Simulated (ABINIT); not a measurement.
# ZrSe3 (P2_1/m): a self-consistent loop beyond G0W0, cycle by cycle, part 2 of 2

How far does self-consistency move the gap of ZrSe3 (P2_1/m)?

ABINIT 10.8.3; PBEsol and many-body steps on it, plane waves. Known limits of the many-body steps: not at the basis limit; no spin-orbit coupling; coarse k mesh.

So far. Step 5 (evGW0, cycle 1): Against G0W0 in ABINIT (2×4×1 mesh, 187 bands, screening to 89.8 eV, Godby-Needs plasmon pole), the gap moves by +0.129 eV. This first cycle still uses the starting levels; it takes the full correction, at all points of the mesh, and its linearised value is 0.813 eV. Step 6 (evGW0, cycle 2): Against the cycle before, the gap moves by −0.067 eV.

### 7. evGW0, cycle 3

Level of this step: evGW0 on PBEsol, plane waves, norm-conserving pseudopotentials (ABINIT).

run.abi reads:

```
acell 3*1.0 Angstrom
rprim 
  5.410900000000 -0.000000000000 -0.000000000000
  -0.000000000000 3.748800000000 0.000000000000
  -1.229420909100 0.000000000000 9.363634990100
ntypat 2
znucl 40 34
natom 8
typat 1 1 2 2 2 2 2 2
xred 
  0.285000000000 0.250000000000 0.656000000000
  0.715000000000 0.750000000000 0.344000000000
  0.762000000000 0.250000000000 0.554000000000
  0.238000000000 0.750000000000 0.446000000000
  0.456000000000 0.250000000000 0.174000000000
  0.544000000000 0.750000000000 0.826000000000
  0.888000000000 0.250000000000 0.169000000000
  0.112000000000 0.750000000000 0.831000000000
pp_dirpath "pseudos"
pseudos "Zr.upf, Se.upf"
ecut 48
ngkpt 2 4 1
nshiftk 1
shiftk 0 0 0
kptopt 1
chksymbreak 0
istwfk *1
occopt 1
irdwfk 1
optdriver 4
nband 187
gwcalctyp 10
ecutsigx 48
symsigma 1
nkptgw 6
kptgw 
  0.0000000000 0.0000000000 0.0000000000
  0.5000000000 0.0000000000 0.0000000000
  0.0000000000 0.2500000000 0.0000000000
  0.5000000000 0.2500000000 0.0000000000
  0.0000000000 0.5000000000 0.0000000000
  0.5000000000 0.5000000000 0.0000000000
bdgw 
  69 92
  69 92
  69 92
  69 92
  69 92
  69 92
ecuteps 3.3
irdscr 1
ppmodel 1
irdqps 1
indata_prefix "in"
outdata_prefix "out"
tmpdata_prefix "tmp"
```

Run with:

```
$ OMP_NUM_THREADS=1 mpirun -n 4 abinit run.abi > log
```

Numbers of over 12 decimals in the logs are rounded to 6 here.

Output:

```text
.Version 10.8.3 of ABINIT. v10.8.2 released Aug 2026.

 Symmetries : space group P2_1/m (# 11); Bravais mP (primitive monocl.)
[... echo of the input left out ...]
== DATASET  1 ==================================================================
-   mpi_nproc: 4, omp_nthreads: 1 (-1 if OMP is not activated)

--- !DatasetInfo
iteration_state: {dtset: 1, }
dimensions: {natom: 8, nkpt: 6, mband: 187, nsppol: 1, nspinor: 1, nspden: 1, mpw: 20400, }
cutoff_energies: {ecut:  48.0, pawecutdg:  -1.0, }
[...]
.  kptgw no:  4; Maximum DeltaE = (  -0.001  -0.001) for band index: 24
.  kptgw no:  5; Maximum DeltaE = (  -0.009   0.003) for band index: 24
.  kptgw no:  6; Maximum DeltaE = (  -0.005   0.001) for band index:  1

== END DATASET(S) ==============================================================
================================================================================

 -outvars: echo values of variables after computation  --------
           etotal      0.0000000000E+00
            nband         187
             nkpt           6
          spgroup          11
 [... the other variables as echoed above ...]

 Calculation completed.
```

Wall time 6 min (4 MPI ranks of Arm Neoverse V2, shared host); peak memory 8.1 GiB.

This step gave:

| Item | Value |
| --- | --- |
| quasiparticle gap on the mesh | 0.8820 eV |
| gap of the density functional on the mesh | 0.3157 eV |
| k of the valence top | 0, 0, 0 |
| k of the conduction bottom | 0.5, 0, 0 |
| least direct quasiparticle gap on the computed points | 1.234 eV |

Against the cycle before, the gap moves by +0.007 eV.

### 8. Screening, 2×4×1 mesh, 187 bands, screening to 89.8 eV

This step: RPA screening on PBEsol, plane waves, norm-conserving pseudopotentials.

Changes to run.abi since step 7:

```diff
@@ -29,26 +29,13 @@
 irdwfk 1
-optdriver 4
+optdriver 3
 nband 187
+ecuteps 3.3
+inclvkb 2
+awtr 1
+symchi 1
 gwcalctyp 10
-ecutsigx 48
-symsigma 1
-nkptgw 6
-kptgw 
-  0.0000000000 0.0000000000 0.0000000000
-  0.5000000000 0.0000000000 0.0000000000
-  0.0000000000 0.2500000000 0.0000000000
-  0.5000000000 0.2500000000 0.0000000000
-  0.0000000000 0.5000000000 0.0000000000
-  0.5000000000 0.5000000000 0.0000000000
-bdgw 
-  69 92
-  69 92
-  69 92
-  69 92
-  69 92
-  69 92
-ecuteps 3.3
-irdscr 1
-ppmodel 1
-irdqps 1
+mbpt_sciss 0.807 eV
+nqptdm 1
+qptdm 
+  0 0 0
 indata_prefix "in"
```

Output:

```text
.Version 10.8.3 of ABINIT. v10.8.2 released Aug 2026.

 Symmetries : space group P2_1/m (# 11); Bravais mP (primitive monocl.)
[... echo of the input left out ...]
== DATASET  1 ==================================================================
-   mpi_nproc: 4, omp_nthreads: 1 (-1 if OMP is not activated)

--- !DatasetInfo
iteration_state: {dtset: 1, }
dimensions: {natom: 8, nkpt: 6, mband: 187, nsppol: 1, nspinor: 1, nspden: 1, mpw: 20400, }
cutoff_energies: {ecut:  48.0, pawecutdg:  -1.0, }
electrons: {nelect:   1.68000000E+02, charge:   0.00000000E+00, occopt:   1.00000000E+00, tsmear:   1.00000000E-02, }

 SCREENING: Calculation of the susceptibility and dielectric matrices

 Based on a program developped by R.W. Godby, V. Olevano, G. Onida, and L. Reining.
 Incorporated in ABINIT by V. Olevano, G.-M. Rignanese, and M. Torrent.
.Using double precision arithmetic ; gwpc =  8

[... cell and pseudopotentials left out ...]
--------------------------------------------------------------------------------

 ==== K-mesh for the wavefunctions ====
 Number of points in the irreducible wedge :     6
[... list of points left out ...]
 Together with  4 symmetry operations and time-reversal symmetry
 yields     8 points in the full Brillouin Zone.

 ==== Q-mesh for the screening function ====
 Number of points in the irreducible wedge :     6
[... list of points left out ...]
 Together with  4 symmetry operations and time-reversal symmetry
 yields     8 points in the full Brillouin Zone.

 setmesh: FFT mesh size selected  =    45x   30x   72
          total number of points  =        97200

 vcoul_init : cutoff-mode = AUXILIARY_FUNCTION
 q-points for optical limit:   1
     1)      0.000010    0.000020    0.000030

 Dielectric matrix will be calculated only for some
 selected q points provided by the user through the input variables
 nqptdm and qptdm

- screening: taking advantage of time-reversal symmetry
- Maximum band index for partially occupied states nbvw = 84
- Remaining bands to be divided among processors   nbcw = 103
- Number of bands treated by each node ~25

 rdqps: reading QP wavefunctions of the previous step
        looking for file in_QPS
 file not found, 1st iteration initialized with KS eigenelements

 screening : performing a first self-consistency
 update of the energies in W by a scissor operator
 applying a scissor operator of [eV] :   0.807

 Number of electrons calculated from density =  168.0000; Expected =  168.0000
 average of density, n =  0.131071
 r_s =    1.2212
 omega_plasma =   34.9228 [eV]

 calculating chi0 at frequencies [eV] :
  1    0.000000E+00    0.000000E+00
  2    0.000000E+00    3.492278E+01

--------------------------------------------------------------------------------
  q-point number  1        q = ( 0.000000, 0.000000, 0.000000) [r.l.u.]
--------------------------------------------------------------------------------
[... chi0 elements left out ...]
 For q-point:  0.000010 0.000020 0.000030
  dielectric constant =  12.2562
  dielectric constant without local fields =  14.0678

  Average fulfillment of the sum rule on Im[epsilon] for q-point    1 :     29.70  [%]
[... wings left out ...]
== END DATASET(S) ==============================================================
================================================================================

 -outvars: echo values of variables after computation  --------
           etotal      0.0000000000E+00
            nband         187
             nkpt           6
          spgroup          11
 [... the other variables as echoed above ...]

 Calculation completed.
```

It took 4.9 min on 4 MPI ranks; peak memory 5.7 GiB.

Numbers from this step:

```
ε∞ with local fields, on this mesh, along the program's q direction : 12.26
the same without local fields                                       : 14.07
plasma frequency                                                    : 34.92 eV
plane waves in the screening matrix                                 : 357
```

This screening uses the functional's bands under a rigid shift, the mean opening of the cycle before.

### 9. Screening, 2×4×1 mesh, 187 bands, screening to 89.8 eV

This step: RPA screening on PBEsol from quasiparticle energies, plane waves, norm-conserving pseudopotentials.

Changes to run.abi since step 8:

```diff
@@ -35,7 +35,11 @@
 symchi 1
+irdqps 1
 gwcalctyp 10
-mbpt_sciss 0.807 eV
-nqptdm 1
+nqptdm 5
 qptdm 
-  0 0 0
+  0.5000000000 0.0000000000 0.0000000000
+  0.0000000000 0.2500000000 0.0000000000
+  0.5000000000 0.2500000000 0.0000000000
+  0.0000000000 0.5000000000 0.0000000000
+  0.5000000000 0.5000000000 0.0000000000
 indata_prefix "in"
```

mrgscr.stdin reads:

```
2
merged
q0_SCR
out_SCR
1
```

Run with:

```
$ OMP_NUM_THREADS=1 mpirun -n 4 abinit run.abi > log; mrgscr < mrgscr.stdin
```

Output:

```text
.Version 10.8.3 of ABINIT. v10.8.2 released Aug 2026.

 Symmetries : space group P2_1/m (# 11); Bravais mP (primitive monocl.)
[... echo of the input left out ...]
== DATASET  1 ==================================================================
-   mpi_nproc: 4, omp_nthreads: 1 (-1 if OMP is not activated)

--- !DatasetInfo
iteration_state: {dtset: 1, }
dimensions: {natom: 8, nkpt: 6, mband: 187, nsppol: 1, nspinor: 1, nspden: 1, mpw: 20400, }
cutoff_energies: {ecut:  48.0, pawecutdg:  -1.0, }
[...]
q-point number  1        q = ( 0.500000, 0.000000, 0.000000) [r.l.u.]
--------------------------------------------------------------------------------
[... chi0 elements left out ...]
  Average fulfillment of the sum rule on Im[epsilon] for q-point    2 :     30.61  [%]

--------------------------------------------------------------------------------
  q-point number  2        q = ( 0.000000, 0.250000, 0.000000) [r.l.u.]
--------------------------------------------------------------------------------
[... chi0 elements left out ...]
  Average fulfillment of the sum rule on Im[epsilon] for q-point    3 :     30.85  [%]

 [... 3 further q-points ...]
```

It took 1.8 min on 4 MPI ranks; peak memory 5 GiB.

Numbers from this step:

- plasma frequency: 34.92 eV
- plane waves in the screening matrix: 357

This screening reads the quasiparticle levels of the cycle before.

### 10. evGW, cycle 1

This step: evGW on PBEsol, plane waves, norm-conserving pseudopotentials.

Changes to run.abi since step 9:

```diff
@@ -29,12 +29,10 @@
 irdwfk 1
-optdriver 3
+optdriver 4
 nband 187
-ecuteps 3.3
-inclvkb 2
-awtr 1
-symchi 1
-irdqps 1
 gwcalctyp 10
-nqptdm 5
-qptdm 
+ecutsigx 48
+symsigma 1
+nkptgw 6
+kptgw 
+  0.0000000000 0.0000000000 0.0000000000
   0.5000000000 0.0000000000 0.0000000000
@@ -44,2 +42,13 @@
   0.5000000000 0.5000000000 0.0000000000
+bdgw 
+  69 92
+  69 92
+  69 92
+  69 92
+  69 92
+  69 92
+ecuteps 3.3
+irdscr 1
+ppmodel 1
+irdqps 1
 indata_prefix "in"
```

Run with:

```
$ OMP_NUM_THREADS=1 mpirun -n 4 abinit run.abi > log
```

Output:

```text
.Version 10.8.3 of ABINIT. v10.8.2 released Aug 2026.

 Symmetries : space group P2_1/m (# 11); Bravais mP (primitive monocl.)
[... echo of the input left out ...]
== DATASET  1 ==================================================================
-   mpi_nproc: 4, omp_nthreads: 1 (-1 if OMP is not activated)

--- !DatasetInfo
iteration_state: {dtset: 1, }
dimensions: {natom: 8, nkpt: 6, mband: 187, nsppol: 1, nspinor: 1, nspden: 1, mpw: 20400, }
cutoff_energies: {ecut:  48.0, pawecutdg:  -1.0, }
[...]
.  kptgw no:  4; Maximum DeltaE = (  -0.083  -0.000) for band index:  1
.  kptgw no:  5; Maximum DeltaE = (  -0.067  -0.000) for band index:  3
.  kptgw no:  6; Maximum DeltaE = (  -0.074  -0.004) for band index: 22

== END DATASET(S) ==============================================================
================================================================================

 -outvars: echo values of variables after computation  --------
           etotal      0.0000000000E+00
            nband         187
             nkpt           6
          spgroup          11
 [... the other variables as echoed above ...]

 Calculation completed.
```

It took 6 min on 4 MPI ranks; peak memory 8.1 GiB.

This step gave:

```yaml
quasiparticle_gap_on_the_mesh: 0.9950 eV
gap_of_the_density_functional_on_the_mesh: 0.3157 eV
k_of_the_valence_top: 0, 0, 0
k_of_the_conduction_bottom: 0.5, 0, 0
least_direct_quasiparticle_gap_on_the_computed_points: 1.367 eV
```

Against G0W0 in ABINIT (2×4×1 mesh, 187 bands, screening to 89.8 eV, Godby-Needs plasmon pole), the gap moves by +0.182 eV.

### 11. Screening, 2×4×1 mesh, 187 bands, screening to 89.8 eV

This step: RPA screening on PBEsol, plane waves, norm-conserving pseudopotentials.

Changes to run.abi since step 10:

```diff
@@ -29,26 +29,13 @@
 irdwfk 1
-optdriver 4
+optdriver 3
 nband 187
+ecuteps 3.3
+inclvkb 2
+awtr 1
+symchi 1
 gwcalctyp 10
-ecutsigx 48
-symsigma 1
-nkptgw 6
-kptgw 
-  0.0000000000 0.0000000000 0.0000000000
-  0.5000000000 0.0000000000 0.0000000000
-  0.0000000000 0.2500000000 0.0000000000
-  0.5000000000 0.2500000000 0.0000000000
-  0.0000000000 0.5000000000 0.0000000000
-  0.5000000000 0.5000000000 0.0000000000
-bdgw 
-  69 92
-  69 92
-  69 92
-  69 92
-  69 92
-  69 92
-ecuteps 3.3
-irdscr 1
-ppmodel 1
-irdqps 1
+mbpt_sciss 0.942 eV
+nqptdm 1
+qptdm 
+  0 0 0
 indata_prefix "in"
```

Output:

```text
.Version 10.8.3 of ABINIT. v10.8.2 released Aug 2026.

 Symmetries : space group P2_1/m (# 11); Bravais mP (primitive monocl.)
[... echo of the input left out ...]
== DATASET  1 ==================================================================
-   mpi_nproc: 4, omp_nthreads: 1 (-1 if OMP is not activated)

--- !DatasetInfo
iteration_state: {dtset: 1, }
dimensions: {natom: 8, nkpt: 6, mband: 187, nsppol: 1, nspinor: 1, nspden: 1, mpw: 20400, }
cutoff_energies: {ecut:  48.0, pawecutdg:  -1.0, }
[...]
[... chi0 elements left out ...]
 For q-point:  0.000010 0.000020 0.000030
  dielectric constant =  11.8221
  dielectric constant without local fields =  13.5496

  Average fulfillment of the sum rule on Im[epsilon] for q-point    1 :     29.94  [%]
[... wings left out ...]
== END DATASET(S) ==============================================================
================================================================================

 -outvars: echo values of variables after computation  --------
           etotal      0.0000000000E+00
            nband         187
             nkpt           6
          spgroup          11
 [... the other variables as echoed above ...]

 Calculation completed.
```

Elapsed: 4.9 min, on 4 MPI ranks; peak memory 5.7 GiB.

This step gave:

| Item | Value |
| --- | --- |
| ε∞ with local fields, on this mesh, along the program's q direction | 11.82 |
| the same without local fields | 13.55 |
| plasma frequency | 34.92 eV |
| plane waves in the screening matrix | 357 |

This screening uses the functional's bands under a rigid shift, the mean opening of the cycle before.

### 12. Screening, 2×4×1 mesh, 187 bands, screening to 89.8 eV

This step: RPA screening on PBEsol from quasiparticle energies, plane waves, norm-conserving pseudopotentials.

Changes to run.abi since step 11:

```diff
@@ -35,7 +35,11 @@
 symchi 1
+irdqps 1
 gwcalctyp 10
-mbpt_sciss 0.942 eV
-nqptdm 1
+nqptdm 5
 qptdm 
-  0 0 0
+  0.5000000000 0.0000000000 0.0000000000
+  0.0000000000 0.2500000000 0.0000000000
+  0.5000000000 0.2500000000 0.0000000000
+  0.0000000000 0.5000000000 0.0000000000
+  0.5000000000 0.5000000000 0.0000000000
 indata_prefix "in"
```

mrgscr.stdin is that of step 9.

Run with:

```
$ OMP_NUM_THREADS=1 mpirun -n 4 abinit run.abi > log; mrgscr < mrgscr.stdin
```

Output:

```text
.Version 10.8.3 of ABINIT. v10.8.2 released Aug 2026.

 Symmetries : space group P2_1/m (# 11); Bravais mP (primitive monocl.)
[... echo of the input left out ...]
== DATASET  1 ==================================================================
-   mpi_nproc: 4, omp_nthreads: 1 (-1 if OMP is not activated)

--- !DatasetInfo
iteration_state: {dtset: 1, }
dimensions: {natom: 8, nkpt: 6, mband: 187, nsppol: 1, nspinor: 1, nspden: 1, mpw: 20400, }
cutoff_energies: {ecut:  48.0, pawecutdg:  -1.0, }
[...]
q-point number  1        q = ( 0.500000, 0.000000, 0.000000) [r.l.u.]
--------------------------------------------------------------------------------
[... chi0 elements left out ...]
  Average fulfillment of the sum rule on Im[epsilon] for q-point    2 :     30.81  [%]

--------------------------------------------------------------------------------
  q-point number  2        q = ( 0.000000, 0.250000, 0.000000) [r.l.u.]
--------------------------------------------------------------------------------
[... chi0 elements left out ...]
  Average fulfillment of the sum rule on Im[epsilon] for q-point    3 :     31.05  [%]

 [... 3 further q-points ...]
```

Elapsed: 1.8 min, on 4 MPI ranks; peak memory 5 GiB.

Numbers from this step:

| Property | Result |
| --- | --- |
| plasma frequency | 34.92 eV |
| plane waves in the screening matrix | 357 |

This screening reads the quasiparticle levels of the cycle before.

### 13. evGW, cycle 2

This step: evGW on PBEsol, plane waves, norm-conserving pseudopotentials.

Changes to run.abi since step 12:

```diff
@@ -29,12 +29,10 @@
 irdwfk 1
-optdriver 3
+optdriver 4
 nband 187
-ecuteps 3.3
-inclvkb 2
-awtr 1
-symchi 1
-irdqps 1
 gwcalctyp 10
-nqptdm 5
-qptdm 
+ecutsigx 48
+symsigma 1
+nkptgw 6
+kptgw 
+  0.0000000000 0.0000000000 0.0000000000
   0.5000000000 0.0000000000 0.0000000000
@@ -44,2 +42,13 @@
   0.5000000000 0.5000000000 0.0000000000
+bdgw 
+  69 92
+  69 92
+  69 92
+  69 92
+  69 92
+  69 92
+ecuteps 3.3
+irdscr 1
+ppmodel 1
+irdqps 1
 indata_prefix "in"
```

Run with:

```
$ OMP_NUM_THREADS=1 mpirun -n 4 abinit run.abi > log
```

Output:

```text
.Version 10.8.3 of ABINIT. v10.8.2 released Aug 2026.

 Symmetries : space group P2_1/m (# 11); Bravais mP (primitive monocl.)
[... echo of the input left out ...]
== DATASET  1 ==================================================================
-   mpi_nproc: 4, omp_nthreads: 1 (-1 if OMP is not activated)

--- !DatasetInfo
iteration_state: {dtset: 1, }
dimensions: {natom: 8, nkpt: 6, mband: 187, nsppol: 1, nspinor: 1, nspden: 1, mpw: 20400, }
cutoff_energies: {ecut:  48.0, pawecutdg:  -1.0, }
[...]
.  kptgw no:  4; Maximum DeltaE = (  -0.006   0.000) for band index:  2
.  kptgw no:  5; Maximum DeltaE = (  -0.005   0.000) for band index:  5
.  kptgw no:  6; Maximum DeltaE = (  -0.003   0.000) for band index:  3

== END DATASET(S) ==============================================================
================================================================================

 -outvars: echo values of variables after computation  --------
           etotal      0.0000000000E+00
            nband         187
             nkpt           6
          spgroup          11
 [... the other variables as echoed above ...]

 Calculation completed.
```

It took 6 min on 4 MPI ranks; peak memory 8.1 GiB.

Numbers from this step:

| Quantity | Value |
| --- | --- |
| quasiparticle gap on the mesh | 1 eV |
| gap of the density functional on the mesh | 0.3157 eV |
| k of the valence top | 0, 0, 0 |
| k of the conduction bottom | 0.5, 0, 0 |
| least direct quasiparticle gap on the computed points | 1.374 eV |

Against the cycle before, the gap moves by +0.005 eV.

### 14. Side by side

Times are wall times on 4 MPI ranks of Arm Neoverse V2, shared host, good to a factor of about two. A run's time includes the screening step that it read.

```tsv
run	mesh	bands	screening cutoff (eV)	DFT gap (eV)	gap on the mesh (eV)	direct (eV)	ε∞ used	time
G0W0	2×4×1	187	89.8	0.316	0.813	1.141	16.40	7 min
evGW0, cycle 1	2×4×1	187	89.8	0.316	0.942	1.263	16.40	12 min
evGW0, cycle 2	2×4×1	187	89.8	0.316	0.875	1.236	16.40	13 min
evGW0, cycle 3	2×4×1	187	89.8	0.316	0.882	1.234	16.40	13 min
evGW, cycle 1	2×4×1	187	89.8	0.316	0.995	1.367	12.26	13 min
evGW, cycle 2	2×4×1	187	89.8	0.316	1.000	1.374	11.82	13 min
```

### 15. What came out

```
G0W0           : 0.813 eV
evGW0, cycle 1 : 0.942 eV
evGW0, cycle 2 : 0.875 eV
evGW0, cycle 3 : 0.882 eV
evGW, cycle 1  : 0.995 eV
evGW, cycle 2  : 1.000 eV
known limits   : not at the basis limit; no spin-orbit coupling; coarse k mesh
```

**Reading.** Only the bands that the input lists are updated; the others, empty or deep, keep the functional's energies or take a rigid shift. The evGW loop starts from the last levels of evGW0, so its cycles and time come on top of those. evGW0 ends at 0.88 eV, +0.07 eV from G0W0, after 3 cycles that took 18 min beside the first screening; the last moved the gap by 0.007 eV. evGW ends at 1.00 eV, +0.19 eV from G0W0, after 2 cycles that took 25 min beside the first screening; the last moved the gap by 0.005 eV. The first cycle of evGW0 takes the full correction, without the factor Z, so it overshoots the one-shot value. Bands and cutoff are finite, so the gap is not at the basis limit. The miss can reach some tenths of an eV and take either sign; the mesh is an error of its own. The 2×4×1 mesh is coarse for this cell, which bears on the long-range parts of exchange and screening. In the updated screening the q = 0 part is built from Kohn-Sham bands under a rigid shift, the other q from the quasiparticle levels. The many-body steps are scalar-relativistic: spin-orbit coupling is not in them.

[Paths, hosts, dates, memory and timing lines, banners, echoed tables and standing remarks are left out of the program output.]

[Logs are printed without paths, hosts, clocks, repeated set-up lines and the standing remarks that a program may print on its own settings, such as how far it seeks lower states.]

[Runs of the session that timed out or met a known fault of the program may be left out.]

[Hosts, paths, dates, database ids (printed as entryN), source tags and the programs' standing remarks are cut or masked in the printed files.]

[G0W0 gaps are taken among the corrected bands and points alone; a level outside them can change the order at an edge.]

[Where Ansatz stands beside ABINIT at settings called matched, ABINIT's density can come from a denser mesh and the files from another edition; pairs whose starting gaps differed by over 0.03 eV were left out, so agreement reads better than it is.]
